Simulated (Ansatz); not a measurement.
# PbC (model cell, started as CsCl type): a soft mode frozen in, part 2 of 3

Wanted: the energy along a soft mode of PbC (model cell, started as CsCl type) and the structure at the end.

Ansatz 0.2.0; DFT LDA, scalar-relativistic, plane waves, PAW.

So far, highest frequency on path, mesh or solved points (cm⁻¹): step 2 (phonons on a q mesh) 146. Also lowest frequency on the path (cm⁻¹): step 2 -250.

The structure was built from a prototype and need not be the compound's stable phase.

### 4. The mode frozen in, largest atomic shift 0.45 Å

The atoms are moved along the unstable eigenvector, the largest shift by 0.45 Å, with the cell fixed.

input.yaml reads:

```yaml
crystal:
  lattice:
    - [-3.1867856418, 3.1867856418, 0.0]
    - [-3.1867856418, -3.1867856418, -3.1867856418]
    - [-3.1867856418, -3.1867856418, 3.1867856418]
  atoms:
    - { symbol: Pb, position: [0.0, 0.5000691195, 0.4999308805] }
    - { symbol: Pb, position: [0.5, 0.2500691195, 0.2499308805] }
    - { symbol: Pb, position: [0.0, 0.9999308805, 6.91195e-05] }
    - { symbol: Pb, position: [0.5, 0.7499308805, 0.7500691195] }
    - { symbol: C, position: [0.5, 0.2999246086, 0.7999246086] }
    - { symbol: C, position: [0.0, -0.0499246086, 0.4500753914] }
    - { symbol: C, position: [0.5, 0.7000753914, 0.2000753914] }
    - { symbol: C, position: [0.0, 0.5499246086, 0.0499246086] }
kpoints:
  mp_grid: { grid: [8, 6, 6] }
hamiltonian:
  xc: lda
scf:
  occupations: { method: methfessel_paxton, width: 0.15 }
output:
  forces: true
  stress: true
  eigenvalues: true
```

On the command line:

```bash
> ansatz run input.yaml --threads 4 --pin off --max-ram 7168MiB --backend cpu --events-out ev --progress --plain --runs-dir out
```

The program printed:

```text
[...]
Crystal: 8 atoms, lattice volume = 129.455 Å³
Basis set: ecut = 420 eV, 2503 PW (Γ)
Bands: 44, of which v1, the nominal top of the filled ones, is band 36 counted from 1 (35 counted from 0)
Symmetry: 8 space group operations
[...]
k-points: 65 of 288
[...]
k-point 0: bands = [... 32 lower, 10.4933, 10.7816, 11.0552, 11.3571, 11.6080, 11.8251, 12.6282, 13.6845, ... 4 higher]
  k-point 1: bands = [... 32 lower, 10.6774, 10.7323, 10.9841, 11.1606, 11.9511, 12.1173, 12.6305, 13.5335, ... 4 higher]
  k-point 2: bands = [... 32 lower, 10.1786, 10.7202, 10.9209, 11.2423, 12.1713, 12.6713, 12.8075, 13.5565, ... 4 higher]
  k-point 64: bands = [... 32 lower, 11.4271, 11.4271, 11.8084, 11.8084, 13.1824, 13.1824, 13.6778, 13.6778, ... 4 higher]
[key lines of the parts left out:]
SCF converged after 7 iterations
Free energy (F): -47363.088848 eV
Fermi energy:    12.056892 eV
P = ⅓ Tr σ = 3.2616 GPa (32.616 kbar)
```

Run time: 6 s. Hardware: 4 threads of Arm Neoverse V1, shared host; peak memory 0.6 GiB.

This step gave:

| Item | Value |
| --- | --- |
| pressure | 3.262 GPa |
| energy from the undistorted cell | -46.47 meV/atom |

The energy, extrapolated to zero smearing, is -46.47 meV/atom against the undistorted cell.

The run ends at a pressure of 3.26 GPa, with forces up to 0.58 eV/Å.

### 5. Energy along the mode, all amplitudes (two of the runs are shown above)

An imaginary frequency means negative curvature, so the energy should fall and then rise again as anharmonic terms take over.

Numbers from this step:

| Item | Value |
| --- | --- |
| depth at the lowest point sampled | 46.47 meV/atom |
| largest atomic shift at that point | 0.45 Å |

The energy from the parent by largest atomic shift:

```csv
largest atomic shift (Å),energy from the parent (meV/atom)
0.000,0
0.040,-0.979
0.080,-3.92
0.140,-12.3
0.220,-26.5
0.320,-41.8
0.450,-46.5
0.600,-4.74
```

Displacement at unit largest shift by atom:

```csv
atom,x (Å),y (Å),z (Å),size
Pb1,0.000,0.000,-0.001,0.001
Pb2,0.000,0.000,-0.001,0.001
Pb3,0.000,0.000,0.001,0.001
Pb4,0.000,0.000,0.001,0.001
C5,-0.707,-0.707,0.000,1.000
C6,0.707,0.707,0.000,1.000
C7,0.707,0.707,0.000,1.000
C8,-0.707,-0.707,0.000,1.000
```

The lowest step is at 0.45 Å, 46.5 meV/atom below the parent, and the energy rises beyond it.

### 6. Relaxing from the distorted cell

Starting from the lowest point found, all atoms and the cell are let go, so that strain and other modes of the same symmetry can join in.

input.yaml, as its differences from that of step 4:

```diff
@@ -24 +24,6 @@
   eigenvalues: true
+relax:
+  adjacent_minimum: "off"
+  f_tol: 0.002
+  max_steps: 120
+  cell: { stress_tol: 0.03 }
```

The program printed:

```text
[...]
Crystal: 8 atoms, lattice volume = 129.455 Å³
Basis set: ecut = 420 eV, 2503 PW (Γ)
Bands: 44, of which v1, the nominal top of the filled ones, is band 36 counted from 1 (35 counted from 0)
Symmetry: 8 space group operations
[...]
k-points: 65 of 288
[...]
SCF iter   1: F=—  HF=-47363.134625 eV  |F-HF|=—  |Δ(HF+E_count)|=         —  Δρ=1.11e-2  dr2=2.52e-1  ethr=1.77e-3  ⟨swp⟩=7.0  Hψ=12349  notcnv=0
[...]
SCF iter   7: F=-47363.088848 eV  HF=-47363.088848 eV  |F-HF|=6.38e-9  |Δ(HF+E_count)|=   3.76e-8  S|Δr|=    0.00e0  Δρ=2.60e-6  dr2=1.26e-8  ethr=1.39e-10  ⟨swp⟩=11.0  Hψ=12695  notcnv=0
SCF 1 converged in 7 iterations: F = -47363.088848 eV  dr2 = 1.26e-8
[...]
relax step   1: F+E_penalty+E_count = -47363.08884753 eV  Δ(F+E_penalty+E_count) = +0.000e0 eV  max|allowed force component| = 5.753e-1 eV/Å  Δτ_max = 0.0000 Å  P = +3.262 GPa  Ω = 129.455 Å³  (7 SCF iters, dr2 threshold 1.00e-7 eV, accepted)
Crystal: 8 atoms, lattice volume = 135.019 Å³
Basis set: ecut = 420 eV, 2667 PW (Γ)
[...]
SCF iter   6: F=-47363.479309 eV  HF=-47363.479309 eV  |F-HF|=9.76e-8  |Δ(HF+E_count)|=   7.32e-7  S|Δr|=    0.00e0  Δρ=8.85e-6  dr2=1.66e-7  ethr=1.11e-9  ⟨swp⟩=7.8  Hψ=13784  notcnv=0
SCF 2 converged in 6 iterations: F = -47363.479309 eV  dr2 = 1.66e-7
[...]
relax step   2: F+E_penalty+E_count = -47363.47930865 eV  Δ(F+E_penalty+E_count) = -3.905e-1 eV  max|allowed force component| = 3.996e-1 eV/Å  Δτ_max = 0.1592 Å  P = -1.476 GPa  Ω = 135.019 Å³  energy of the carried Pulay correction = -6.594e-3 eV  (6 SCF iters, dr2 threshold 8.00e-7 eV, accepted)
Crystal: 8 atoms, lattice volume = 136.291 Å³
Basis set: ecut = 420 eV, 2633 PW (Γ)
[...]
SCF iter   6: F=-47363.918163 eV  HF=-47363.918163 eV  |F-HF|=8.38e-8  |Δ(HF+E_count)|=   4.71e-7  S|Δr|=    0.00e0  Δρ=8.72e-6  dr2=1.71e-7  ethr=1.11e-9  ⟨swp⟩=8.0  Hψ=13677  notcnv=0
SCF 3 converged in 6 iterations: F = -47363.918163 eV  dr2 = 1.71e-7
relax step   3: F+E_penalty+E_count = -47363.91816304 eV  Δ(F+E_penalty+E_count) = -4.389e-1 eV  max|allowed force component| = 2.914e-1 eV/Å  Δτ_max = 0.1106 Å  P = -1.766 GPa  Ω = 136.291 Å³  energy of the carried Pulay correction = -8.062e-3 eV  (6 SCF iters, dr2 threshold 8.00e-7 eV, accepted)
[... from here on, the SCF cycles and remarks between the steps are left out ...]
relax step   4: F+E_penalty+E_count = -47364.35559441 eV  Δ(F+E_penalty+E_count) = -4.374e-1 eV  max|allowed force component| = 2.854e-1 eV/Å  Δτ_max = 0.0916 Å  P = -1.001 GPa  Ω = 136.600 Å³  energy of the carried Pulay correction = -8.417e-3 eV  (6 SCF iters, dr2 threshold 8.00e-7 eV, accepted)
relax step   5: F+E_penalty+E_count = -47364.77625495 eV  Δ(F+E_penalty+E_count) = -4.207e-1 eV  max|allowed force component| = 3.017e-1 eV/Å  Δτ_max = 0.0949 Å  P = +0.738 GPa  Ω = 135.764 Å³  energy of the carried Pulay correction = -7.455e-3 eV  (7 SCF iters, dr2 threshold 8.00e-7 eV, accepted)
relax step   6: F+E_penalty+E_count = -47365.22147555 eV  Δ(F+E_penalty+E_count) = -4.452e-1 eV  max|allowed force component| = 1.696e-1 eV/Å  Δτ_max = 0.1586 Å  P = +2.384 GPa  Ω = 135.541 Å³  energy of the carried Pulay correction = -7.198e-3 eV  (7 SCF iters, dr2 threshold 8.00e-7 eV, accepted)
relax step   7: F+E_penalty+E_count = -47365.41079917 eV  Δ(F+E_penalty+E_count) = -1.893e-1 eV  max|allowed force component| = 3.295e-1 eV/Å  Δτ_max = 0.0868 Å  P = -0.712 GPa  Ω = 137.611 Å³  energy of the carried Pulay correction = -9.572e-3 eV  (7 SCF iters, dr2 threshold 8.00e-7 eV, accepted)
relax step   8: F+E_penalty+E_count = -47365.35270647 eV  Δ(F+E_penalty+E_count) = +5.809e-2 eV  max|allowed force component| = 2.043e-1 eV/Å  Δτ_max = 0.1344 Å  P = -0.946 GPa  Ω = 136.543 Å³  energy of the carried Pulay correction = -8.351e-3 eV  (7 SCF iters, dr2 threshold 8.00e-7 eV, rejected (line search))
relax step   9: F+E_penalty+E_count = -47365.48065084 eV  Δ(F+E_penalty+E_count) = -6.985e-2 eV  max|allowed force component| = 9.854e-2 eV/Å  Δτ_max = 0.0648 Å  P = +1.008 GPa  Ω = 136.254 Å³  energy of the carried Pulay correction = -8.020e-3 eV  (11 SCF iters, accepted)
relax step  10: F+E_penalty+E_count = -47365.43181148 eV  Δ(F+E_penalty+E_count) = +4.884e-2 eV  max|allowed force component| = 2.395e-1 eV/Å  Δτ_max = 0.0149 Å  P = +2.944 GPa  Ω = 134.235 Å³  energy of the carried Pulay correction = -5.682e-3 eV  (5 SCF iters, dr2 threshold 8.00e-7 eV, rejected (line search))
relax step  11: F+E_penalty+E_count = -47365.49022126 eV  Δ(F+E_penalty+E_count) = -9.570e-3 eV  max|allowed force component| = 9.192e-2 eV/Å  Δτ_max = 0.0143 Å  P = -0.216 GPa  Ω = 137.258 Å³  energy of the carried Pulay correction = -9.170e-3 eV  (10 SCF iters, accepted)
relax step  12: F+E_penalty+E_count = -47365.49806808 eV  Δ(F+E_penalty+E_count) = -7.847e-3 eV  max|allowed force component| = 4.043e-2 eV/Å  Δτ_max = 0.0277 Å  P = +0.346 GPa  Ω = 136.974 Å³  energy of the carried Pulay correction = -8.845e-3 eV  (5 SCF iters, dr2 threshold 5.70e-7 eV, accepted)
relax step  13: F+E_penalty+E_count = -47365.49907893 eV  Δ(F+E_penalty+E_count) = -1.011e-3 eV  max|allowed force component| = 6.456e-3 eV/Å  Δτ_max = 0.0088 Å  P = +0.058 GPa  Ω = 137.343 Å³  energy of the carried Pulay correction = -9.267e-3 eV  (5 SCF iters, dr2 threshold 3.23e-7 eV, accepted)
relax step  14: F+E_penalty+E_count = -47365.49910441 eV  Δ(F+E_penalty+E_count) = -2.548e-5 eV  max|allowed force component| = 5.922e-3 eV/Å  Δτ_max = 0.0013 Å  P = -0.005 GPa  Ω = 137.433 Å³  energy of the carried Pulay correction = -9.370e-3 eV  (4 SCF iters, dr2 threshold 4.64e-8 eV, accepted)
relax step  15: F+E_penalty+E_count = -47365.49914645 eV  Δ(F+E_penalty+E_count) = -4.204e-5 eV  max|allowed force component| = 3.800e-3 eV/Å  Δτ_max = 0.0015 Å  P = -0.001 GPa  Ω = 137.438 Å³  energy of the carried Pulay correction = -9.375e-3 eV  (6 SCF iters, dr2 threshold 2.74e-9 eV, accepted)
relax step  16: F+E_penalty+E_count = -47365.49916915 eV  Δ(F+E_penalty+E_count) = -2.270e-5 eV  max|allowed force component| = 3.581e-3 eV/Å  Δτ_max = 0.0029 Å  P = -0.002 GPa  Ω = 137.454 Å³  energy of the carried Pulay correction = -9.393e-3 eV  (7 SCF iters, dr2 threshold 9.02e-10 eV, accepted)
[...]
relax step  43: F+E_penalty+E_count = -47368.92130903 eV  Δ(F+E_penalty+E_count) = -1.602e-2 eV  max|allowed force component| = 3.607e-2 eV/Å  Δτ_max = 0.0297 Å  P = +0.323 GPa  Ω = 152.970 Å³  energy of the carried Pulay correction = -2.053e-2 eV  (6 SCF iters, dr2 threshold 8.00e-7 eV, accepted)
relax step  44: F+E_penalty+E_count = -47368.92216632 eV  Δ(F+E_penalty+E_count) = -8.573e-4 eV  max|allowed force component| = 2.189e-2 eV/Å  Δτ_max = 0.0246 Å  P = +0.001 GPa  Ω = 155.875 Å³  energy of the carried Pulay correction = -2.693e-2 eV  (6 SCF iters, dr2 threshold 8.00e-7 eV, accepted)
relax step  45: F+E_penalty+E_count = -47368.92109469 eV  Δ(F+E_penalty+E_count) = +1.072e-3 eV  max|allowed force component| = 3.824e-2 eV/Å  Δτ_max = 0.0072 Å  P = -0.099 GPa  Ω = 156.127 Å³  energy of the carried Pulay correction = -2.753e-2 eV  (5 SCF iters, dr2 threshold 3.09e-7 eV, rejected (line search))
relax step  46: F+E_penalty+E_count = -47368.92301192 eV  Δ(F+E_penalty+E_count) = -8.456e-4 eV  max|allowed force component| = 2.586e-2 eV/Å  Δτ_max = 0.0057 Å  P = -0.156 GPa  Ω = 155.725 Å³  energy of the carried Pulay correction = -2.662e-2 eV  (8 SCF iters, accepted)
relax step  47: F+E_penalty+E_count = -47368.92345227 eV  Δ(F+E_penalty+E_count) = -4.403e-4 eV  max|allowed force component| = 3.567e-3 eV/Å  Δτ_max = 0.0022 Å  P = +0.033 GPa  Ω = 155.673 Å³  energy of the carried Pulay correction = -2.652e-2 eV  (5 SCF iters, dr2 threshold 1.44e-7 eV, accepted)
relax step  48: F+E_penalty+E_count = -47368.92351899 eV  Δ(F+E_penalty+E_count) = -6.672e-5 eV  max|allowed force component| = 1.495e-3 eV/Å  Δτ_max = 0.0006 Å  P = +0.003 GPa  Ω = 155.654 Å³  energy of the carried Pulay correction = -2.647e-2 eV  (4 SCF iters, dr2 threshold 1.35e-8 eV, accepted)
relax step  49: F+E_penalty+E_count = -47368.99787690 eV  Δ(F+E_penalty+E_count) = -7.436e-2 eV  max|allowed force component| = 3.605e-3 eV/Å  Δτ_max = 0.0000 Å  P = +0.307 GPa  Ω = 155.654 Å³  stress off target by 1.01e0 GPa  SCF on the basis re-selected at this cell (its energy is not comparable with the rows above)  (8 SCF iters)
relax step  50: F+E_penalty+E_count = -47369.01793956 eV  Δ(F+E_penalty+E_count) = -2.006e-2 eV  max|allowed force component| = 1.200e-2 eV/Å  Δτ_max = 0.0214 Å  P = +0.250 GPa  Ω = 158.663 Å³  energy of the carried Pulay correction = -3.848e-3 eV  (6 SCF iters, dr2 threshold 8.00e-7 eV, accepted)
relax step  51: F+E_penalty+E_count = -47369.02736942 eV  Δ(F+E_penalty+E_count) = -9.430e-3 eV  max|allowed force component| = 1.204e-2 eV/Å  Δτ_max = 0.0204 Å  P = +0.029 GPa  Ω = 161.951 Å³  energy of the carried Pulay correction = -8.522e-3 eV  (5 SCF iters, dr2 threshold 8.00e-7 eV, accepted)
relax step  52: F+E_penalty+E_count = -47369.02605614 eV  Δ(F+E_penalty+E_count) = +1.313e-3 eV  max|allowed force component| = 1.544e-2 eV/Å  Δτ_max = 0.0104 Å  P = +0.110 GPa  Ω = 163.388 Å³  energy of the carried Pulay correction = -1.074e-2 eV  (6 SCF iters, dr2 threshold 9.98e-8 eV, accepted)
relax step  53: F+E_penalty+E_count = -47369.02694480 eV  Δ(F+E_penalty+E_count) = -8.887e-4 eV  max|allowed force component| = 3.237e-3 eV/Å  Δτ_max = 0.0021 Å  P = +0.006 GPa  Ω = 163.174 Å³  energy of the carried Pulay correction = -1.037e-2 eV  (5 SCF iters, dr2 threshold 2.25e-7 eV, accepted)
relax step  54: F+E_penalty+E_count = -47369.02706010 eV  Δ(F+E_penalty+E_count) = -1.153e-4 eV  max|allowed force component| = 1.932e-3 eV/Å  Δτ_max = 0.0012 Å  P = -0.007 GPa  Ω = 163.106 Å³  energy of the carried Pulay correction = -1.028e-2 eV  (6 SCF iters, dr2 threshold 3.84e-9 eV, accepted)
relax step  55: F+E_penalty+E_count = -47369.04242862 eV  Δ(F+E_penalty+E_count) = -1.537e-2 eV  max|allowed force component| = 2.094e-3 eV/Å  Δτ_max = 0.0000 Å  P = +0.030 GPa  Ω = 163.106 Å³  stress off target by 1.58e-1 GPa  SCF on the basis re-selected at this cell (its energy is not comparable with the rows above)  (6 SCF iters)
relax step  56: F+E_penalty+E_count = -47369.04224036 eV  Δ(F+E_penalty+E_count) = +1.883e-4 eV  max|allowed force component| = 1.383e-3 eV/Å  Δτ_max = 0.0046 Å  P = +0.014 GPa  Ω = 163.814 Å³  energy of the carried Pulay correction = -8.025e-4 eV  (5 SCF iters, dr2 threshold 6.21e-8 eV, accepted)
relax step  57: F+E_penalty+E_count = -47369.04215048 eV  Δ(F+E_penalty+E_count) = +8.989e-5 eV  max|allowed force component| = 3.153e-3 eV/Å  Δτ_max = 0.0009 Å  P = -0.008 GPa  Ω = 163.896 Å³  energy of the carried Pulay correction = -8.930e-4 eV  (7 SCF iters, accepted)
relax step  58: F+E_penalty+E_count = -47369.04203831 eV  Δ(F+E_penalty+E_count) = +1.122e-4 eV  max|allowed force component| = 1.153e-3 eV/Å  Δτ_max = 0.0008 Å  P = -0.004 GPa  Ω = 163.997 Å³  energy of the carried Pulay correction = -1.012e-3 eV  (5 SCF iters, dr2 threshold 6.21e-10 eV, accepted)
[...]
SCF iter   5: F=-47369.043076 eV  HF=-47369.043076 eV  |F-HF|=2.91e-11  |Δ(HF+E_count)|=  2.91e-11  S|Δr|=    0.00e0  Δρ=3.23e-8  dr2=2.49e-12  ethr=1.00e-12  ⟨swp⟩=9.7  Hψ=16163  notcnv=0
SCF 59 converged in 5 iterations: F = -47369.043076 eV  dr2 = 2.49e-12
relax step  59: F+E_penalty+E_count = -47369.04307555 eV  Δ(F+E_penalty+E_count) = -1.037e-3 eV  max|allowed force component| = 1.128e-3 eV/Å  Δτ_max = 0.0000 Å  P = -0.003 GPa  Ω = 163.997 Å³  stress off target by 2.15e-2 GPa  SCF on the basis re-selected at this cell (its energy is not comparable with the rows above)  (5 SCF iters)
[...]
SCF converged after 5 iterations
[...]
Free energy (F): -47369.043076 eV
[...]
Internal energy: -47369.040195 eV  (E = F + TS)
E sigma→0 (E₀):  -47369.042355 eV
Entropy (-TS):   -0.002881 eV (-0.360 meV/atom)
Fermi energy:    9.176042 eV
[...]
--- Forces (eV/Å), atoms counted from 1 ---
  atom   1  Pb     0.00112849     0.00112849     0.00008802
  atom   2  Pb    -0.00112849    -0.00112849     0.00008802
  atom   3  Pb     0.00112849     0.00112849    -0.00008802
  atom   4  Pb    -0.00112849    -0.00112849    -0.00008802
  atom   5  C     -0.00030292    -0.00030292     0.00000000
  atom   6  C      0.00030292     0.00030292     0.00000000
  atom   7  C     -0.00016530    -0.00016530     0.00000000
  atom   8  C      0.00016530     0.00016530     0.00000000
  max |Σ_I F_I| component: 6.94e-18 eV/Å
--- Stress (GPa, compression-positive) ---
        0.006335       0.000273       0.000000
        0.000273       0.006335       0.000000
        0.000000       0.000000      -0.021541
  P = ⅓ Tr σ = -0.0030 GPa (-0.030 kbar)
--- Band table (eV; the first three rows and the last of 65) ---
  k-point 0: bands = [... 32 lower, 7.4280, 7.6327, 8.7090, 9.6713, 10.4547, 11.0719, 11.3612, 11.5667, ... 4 higher]
  k-point 1: bands = [... 32 lower, 6.9415, 7.5815, 8.9449, 10.1465, 10.4939, 10.7787, 11.0280, 12.1746, ... 4 higher]
  k-point 2: bands = [... 32 lower, 6.0892, 7.4916, 9.5929, 9.8579, 10.6021, 10.6989, 10.9101, 11.6605, ... 4 higher]
  k-point 64: bands = [... 32 lower, 6.7283, 6.7283, 7.9967, 7.9967, 8.1479, 8.1479, 9.0705, 9.0705, ... 4 higher]
--- Relaxed structure (54 steps of the walk, 50 accepted, 5 SCFs on fresh bases) ---
  F+E_penalty+E_count = -47369.04307555 eV   max|allowed force component| = 1.128e-3 eV/Å   (the final SCF, on the basis selected at the relaxed cell)
  cell:  # Å, volume = 163.9970 Å³
    - [-1.990736, 1.990736, 0.0]
    - [-6.275951, -6.275951, -3.281578]
    - [-6.275951, -6.275951, 3.281578]
  atoms:
    - { symbol: Pb, position: [0.0, 0.525142, 0.542533] }
    - { symbol: Pb, position: [0.5, 0.207467, 0.224858] }
    - { symbol: Pb, position: [0.0, 1.042533, 0.025142] }
    - { symbol: Pb, position: [0.500000, 0.724858, 0.707467] }
    - { symbol: C, position: [0.500000, 0.370149, 0.870149] }
    - { symbol: C, position: [-5.551115e-17, -0.120149, 0.379851] }
    - { symbol: C, position: [0.500000, 0.624243, 0.124243] }
    - { symbol: C, position: [0.0, 0.625757, 0.125757] }
```

It took 7.3 min on 4 threads; peak memory 0.72 GiB.

Relaxation path (22 of 59):

```csv
step,energy less that of the first step (eV),largest force component (eV/Å),pressure (GPa),volume (Å³)
1,0.0000,0.5753,3.26,129.45
4,-1.2667,0.2854,-1.00,136.60
7,-2.3220,0.3295,-0.71,137.61
9,-2.3918,0.0985,1.01,136.25
12,-2.4092,0.0404,0.35,136.97
15,-2.4103,0.0038,0.00,137.44
18,-2.4103,0.0212,-0.02,137.69
20,-2.3694,0.1984,-0.18,139.06
23,-2.4114,0.0049,0.01,138.15
26,-2.9361,0.0428,0.75,144.02
29,-3.5467,0.1828,-0.91,145.48
31,-4.3203,1.5148,4.98,139.77
34,-5.3247,0.2971,1.27,140.89
37,-5.3957,0.0086,0.05,140.95
40,-5.7333,0.0431,0.75,144.11
42,-5.8164,0.0249,0.08,150.17
45,-5.8322,0.0382,-0.10,156.13
48,-5.8347,0.0015,0.00,155.65
51,-5.9385,0.0120,0.03,161.95
53,-5.9381,0.0032,0.01,163.17
56,-5.9534,0.0014,0.01,163.81
59*,-5.9542,0.0011,0.00,164.00
```

Relaxation steps marked * repeat the geometry before them on a plane-wave basis chosen anew for their cell, so energy and pressure can jump there. Other such steps can lie between the rows shown. Relaxation steps 8, 10, 20, 45 were tried and not accepted.

Forces are held to the 8 operations that the program found; a distortion that breaks them can't arise in this run.

```csv
cell as run,before,after,change
a (Å),4.507,2.815,-37.5 %
b (Å),5.520,9.463,+71.4 %
c (Å),5.520,9.463,+71.4 %
α (°),70.53,40.58,-42.5 %
volume (Å³/atom),16.18,20.50,+26.7 %
```

The atoms that moved most (Å, as changes of fractional coordinates times the final cell):

```csv
atom,dx,dy,dz,length
C7,0.952,0.952,0.000,1.346
C8,-0.952,-0.952,0.000,1.346
C5,-0.881,-0.881,0.000,1.247
C6,0.881,0.881,0.000,1.247
Pb4,0.425,0.425,-0.058,0.603
Pb1,-0.425,-0.425,0.058,0.603
Pb3,-0.425,-0.425,-0.058,0.603
Pb2,0.425,0.425,0.058,0.603
```

Read from the output:

| Quantity | Value |
| --- | --- |
| pressure | -0.002957 GPa |
| volume per atom | 20.50 Å³ |

The distorted start has space group Cmcm; the relaxation ends in Cmcm.

[end of part 2 of 3]

[Long decimals in the printed logs are rounded to 6 places.]

[Logs are printed without paths, hosts, clocks, repeated set-up lines and the standing remarks that a program may print on its own settings, such as how far it seeks lower states.]

[Hosts, paths, dates, database ids (printed as entryN), source tags and the programs' standing remarks are cut or masked in the printed files.]

[Where the starting crystal was built by hand or by swapping elements, it need not be the compound's stable phase.]
